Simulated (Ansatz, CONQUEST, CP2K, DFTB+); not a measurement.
# CONQUEST runs on graphene zigzag nanoribbon, H-capped, B on C sites (72 atoms), part 2 of 2

Wanted: CONQUEST inputs and outputs for graphene zigzag nanoribbon, H-capped, B on C sites (72 atoms), checked against a plane-wave reference.

Program: CONQUEST 1.3; the method stands at each step. Banners, paths, timers and routine set-up lines are dropped from the logs unmarked, and long logs keep their key lines alone; longer cuts are marked.

So far. Step 2 (PBE, grid 80 Ha): Forces lie 9.2 % from the reference's, at 7.2 times its CPU time (on 2 against 4 cores). Step 3 (PBEsol, grid 80 Ha): Against the first run (9.2 %), the force difference from the reference is 10 %, at 0.88 times the CPU time; the model has changed, so this is no error of the program alone.

### 4. PBE, grid 60 Ha

Method: Kohn-Sham DFT, PBE, norm-conserving pseudopotentials, pseudo-atomic orbitals (double zeta with polarisation), diagonalisation.

The pseudopotential files are exchanged too: the .ion files are now those for PBE.

Input file Conquest_input:

```
IO.Title cell
IO.Coordinates coords.dat
IO.FractionalAtomicCoords T
IO.Iprint 1
General.NumberOfSpecies 3
AtomMove.TypeOfRun static
AtomMove.CalcStress F
Grid.GridCutoff 60
DM.SolutionMethod diagon
SC.MaxIters 100
SC.LinearMixingFactor 0.1
SC.KerkerPreCondition T
minE.SCTolerance 1e-06
Diag.kT 0.001837
Diag.MPMesh T
Diag.GammaCentred T
Diag.MPMeshX 1
Diag.MPMeshY 1
Diag.MPMeshZ 1
%block ChemicalSpeciesLabel
1 12.011 C
2 10.810 B
3 1.008 H
%endblock
```

Input file coords.dat:

```
18.594905 0.000000 0.000000
0.000000 52.540244 0.000000
0.000000 0.000000 18.897261
72
[... 72 atom lines left out: the same atoms as in the first run ...]
```

Command:

```sh
> OMP_NUM_THREADS=1 Conquest > output.txt
```

Numbers of over 12 decimals in the logs are rounded to 6 here.

Conquest_out:

```text
      Simulation cell dimensions:    18.5949 a0 x    52.5402 a0 x    18.8973 a0
        This calculation includes non-local pseudopotentials,
         with a maximum core radius of      6.81425162
    Job title: cell
    Job to be run: static calculation
    Ground state search:
      Support functions represented with PAO basis
      1:1 PAO to SF mapping
      Non-spin-polarised electrons
      Solving for the K matrix using diagonalisation
      Using Fermi-Dirac smearing
    Integration grid size:     72 x  192 x   72
[... lines left out ...]
    The functional used will be GGA PBE96
[... lines left out ...]
          Free Energy (E-TS)               :      -369.043419 Ha
[... lines left out ...]
          Free Energy (E-TS)               :      -368.698863 Ha
[... lines left out ...]
          Free Energy (E-TS)               :      -367.575159 Ha
[... lines left out ...]
          Free Energy (E-TS)               :      -367.428970 Ha
[... lines left out ...]
          Harris-Foulkes Energy            :      -367.421417 Ha
          Free Energy (E-TS)               :      -367.428970 Ha
    PulayMixSC: Pulay iteration    41 residual:              0.11115E-05
          Harris-Foulkes Energy            :      -367.421427 Ha
          Free Energy (E-TS)               :      -367.428979 Ha
    PulayMixSC: Pulay iteration    42 residual:              0.92730E-06
    PulayMixSC: Reached SCF tolerance of  0.92730E-06 after     42 iterations
      | Number of electrons      =       257.000096
      | GS Energy as E-(1/2)TS   =      -367.425203 Ha
      | Free Energy as E-TS      =      -367.428979 Ha
      |* Harris-Foulkes energy   =      -367.421427 Ha
      |* DFT total energy        =      -367.421479 Ha
    force: Forces on atoms (Ha/a0)
    force:  Atom   X              Y              Z
    force:     1   0.0388715503  -0.0402700011   0.0055870060
    force:     2  -0.0100798428  -0.0064243552   0.0017831818
    force:     3   0.0144363258   0.0272990096   0.0084293547
[...]
force:    71   0.0071504824   0.0351357401   0.0003078327
    force:    72  -0.0016651613   0.0129703728   0.0007602534
    force: Maximum force :        0.16354474(Ha/a0) on atom        11 in x direction
    force: Force Residual:        0.07118028 Ha/a0
    get_E_and_F: Change in energy during last step of electronic optimisation: -0.10143E-04
```

Wall time 3.5 min (1 thread of AMD EPYC 9R45, shared host); peak memory 2.7 GiB.

Numbers from this run, and their distance from the reference:

- r.m.s. force component: 2.113 eV/Å
- r.m.s. difference of force components: 184.3 meV/Å
- longest difference of force vectors: 619.7 meV/Å
- force difference over r.m.s. force: 9.288 %
- slope of forces against the reference's: 1.063
- correlation of force components: 0.9979
- energy less the same-level run's: -0.1076 meV/atom
- r.m.s. force difference from the same-level run: 10.36 meV/Å

This is a coarse setting, run to see what it loses.

Against the first run (9.2 %), the force difference from the reference is 9.3 %, at 0.70 times the CPU time (on 1 against 2 cores): the change moves forces by 10 meV/Å r.m.s., so most of the difference comes from elsewhere.

### 5. PBE, grid 80 Ha, multi-site 10 bohr

Method: Kohn-Sham DFT, PBE, norm-conserving pseudopotentials, pseudo-atomic orbitals (double zeta with polarisation), contracted to multi-site support functions, diagonalisation.

Conquest_input: that of step 4 with these lines changed.

```diff
@@ -7,3 +7,3 @@
 AtomMove.CalcStress F
-Grid.GridCutoff 60
+Grid.GridCutoff 80
 DM.SolutionMethod diagon
@@ -24 +24,19 @@
 %endblock
+Basis.MultisiteSF T
+Multisite.LFD T
+Multisite.LFD.NonSCF T
+%block C
+Atom.NumberOfSupports 4
+Atom.MultisiteRange 10.0
+Atom.LFDRange 10.0
+%endblock
+%block B
+Atom.NumberOfSupports 4
+Atom.MultisiteRange 10.0
+Atom.LFDRange 10.0
+%endblock
+%block H
+Atom.NumberOfSupports 1
+Atom.MultisiteRange 10.0
+Atom.LFDRange 10.0
+%endblock
```

coords.dat is that of step 4.

Command:

```sh
> OMP_NUM_THREADS=1 mpirun -np 2 Conquest > output.txt
```

Conquest_out:

```text
      Simulation cell dimensions:    18.5949 a0 x    52.5402 a0 x    18.8973 a0
        This calculation includes non-local pseudopotentials,
         with a maximum core radius of      6.81425162
    Job title: cell
    Job to be run: static calculation
    Ground state search:
      Support functions represented with PAO basis
      Multi-site SFs used with local filter diagonalisation
[... lines left out ...]
      Using Fermi-Dirac smearing
[... lines left out ...]
    The functional used will be GGA PBE96
[... lines left out ...]
          Free Energy (E-TS)               :      -369.041951 Ha
[... lines left out ...]
          Free Energy (E-TS)               :      -368.697533 Ha
[... lines left out ...]
          Free Energy (E-TS)               :      -367.573977 Ha
[... lines left out ...]
          Free Energy (E-TS)               :      -367.427534 Ha
[... lines left out ...]
          Free Energy (E-TS)               :      -367.427534 Ha
[... lines left out ...]
          Free Energy (E-TS)               :      -367.427536 Ha
[... lines left out ...]
    PulayMixSC: Reached SCF tolerance of  0.72104E-06 after     42 iterations
      | Number of electrons      =       257.000125
      | GS Energy as E-(1/2)TS   =      -367.423754 Ha
      | Free Energy as E-TS      =      -367.427536 Ha
      |* Harris-Foulkes energy   =      -367.419973 Ha
      |* DFT total energy        =      -367.420006 Ha
    force: Forces on atoms (Ha/a0)
    force:  Atom   X              Y              Z
    force:     1   0.0385691910  -0.0402765210   0.0055615937
    force:     2  -0.0102964335  -0.0065804840   0.0017299674
    force:     3   0.0142900439   0.0273359250   0.0083723903
[...]
force:    71   0.0070222477   0.0357004511   0.0003213456
    force:    72  -0.0017170389   0.0134676260   0.0007644841
    force: Maximum force :        0.16337112(Ha/a0) on atom        11 in x direction
    force: Force Residual:        0.07115039 Ha/a0
    get_E_and_F: Change in energy during last step of electronic optimisation: -0.24996E-05
```

It took 3.7 min on 2 MPI ranks; peak memory 4.2 GiB; 7.4 min of CPU time.

Against the reference:

```
r.m.s. force component                  : 2.112 eV/Å
r.m.s. difference of force components   : 183.4 meV/Å
longest difference of force vectors     : 677.9 meV/Å
force difference over r.m.s. force      : 9.244 %
slope of forces against the reference's : 1.062
correlation of force components         : 0.998
```

Against the first run (9.2 %), the force difference from the reference is 9.2 %, at 1.5 times the CPU time.

### 6. The ladder

Differences are against the plane-wave reference, forces as r.m.s. over components; share is that over the reference's r.m.s. force, slope the least-squares factor from reference forces to these. Total energies of different programs have different zeros and aren't compared.

```csv
run,"Δ force, r.m.s. (meV/Å)",share (%),slope,cores,CPU time,memory (GiB)
reference,-,-,-,4,41 s,2.3
"CONQUEST PBE, grid 80 Ha",183,9.21,1.062,2,4.9 min,3.9
"CONQUEST PBEsol, grid 80 Ha",206,10.4,1.066,2,4.3 min,4.0
"CONQUEST PBE, grid 60 Ha (coarse)",184,9.29,1.063,1,3.5 min,2.7
"CONQUEST PBE, grid 80 Ha, multi-site 10 bohr",183,9.24,1.062,2,7.4 min,4.2
```

Rows marked coarse were listed beforehand as settings not expected to be converged; some can still land near the reference.

CPU time is summed over cores on a shared host, where runs went side by side, so it is rough. Symmetry, cutoffs, thresholds, outputs and thread counts weren't matched or tuned between programs; memory under MPI is the largest rank's times the ranks.

Within one program, basis, potentials and functional, energies share a zero. Each run against its twin at the usual cutoff or grid and solver:

```csv
run,twin,Δ energy (meV/atom),"Δ force, r.m.s. (meV/Å)",CPU time over the twin's
"CONQUEST PBE, grid 60 Ha",grid 80 Ha,-0.108,10.4,0.70 (this twin ran on 2 cores)
```

### 7. Summary of results

| Quantity | Value |
| --- | --- |
| nearest in forces | a tie at 9.2 % of 2 runs: CONQUEST PBE, grid 80 Ha; CONQUEST PBE, grid 80 Ha, multi-site 10 bohr |

In words: The PBE runs in local orbitals, coarse settings apart, differ by 9.2 % in each run; basis, grid and potentials can all enter. Rows with another functional or a dispersion term differ by 10 % (CONQUEST PBEsol, grid 80 Ha), which mixes the change of model with differences of basis and potentials. Runs with settings chosen to be coarse differ by 9.3 % (CONQUEST PBE, grid 60 Ha), their programs' other errors included. None of the electronic-structure runs in the table takes under half the reference's CPU time of 41 s; they take 5.1 to 11 times as much. With short bonds to hydrogen, sets of potentials differ among themselves by several per cent in forces even at converged cutoffs, so the reference isn't exact here either. The electron count is odd in these runs, and they have no spin polarisation, so the unpaired electron is spread evenly over both spins. The runs have no spin polarisation, so any moments at edges, vacancies or dangling bonds can't form. The electron count is odd and the run has no spin polarisation, so levels at the top are partly filled by construction. The electronic-structure runs sample only Γ, in a cell whose periodic width is 10 Å, which is coarse for a cell with partly filled levels.

[Also dropped from logs without a mark: logging warnings of Python, and SIESTA's first energy breakdown and zero terms.]

[Logs are printed without paths, hosts, clocks, repeated set-up lines and the standing remarks that a program may print on its own settings, such as how far it seeks lower states.]

[Hosts, paths, dates, database ids (printed as entryN), source tags and the programs' standing remarks are cut or masked in the printed files.]
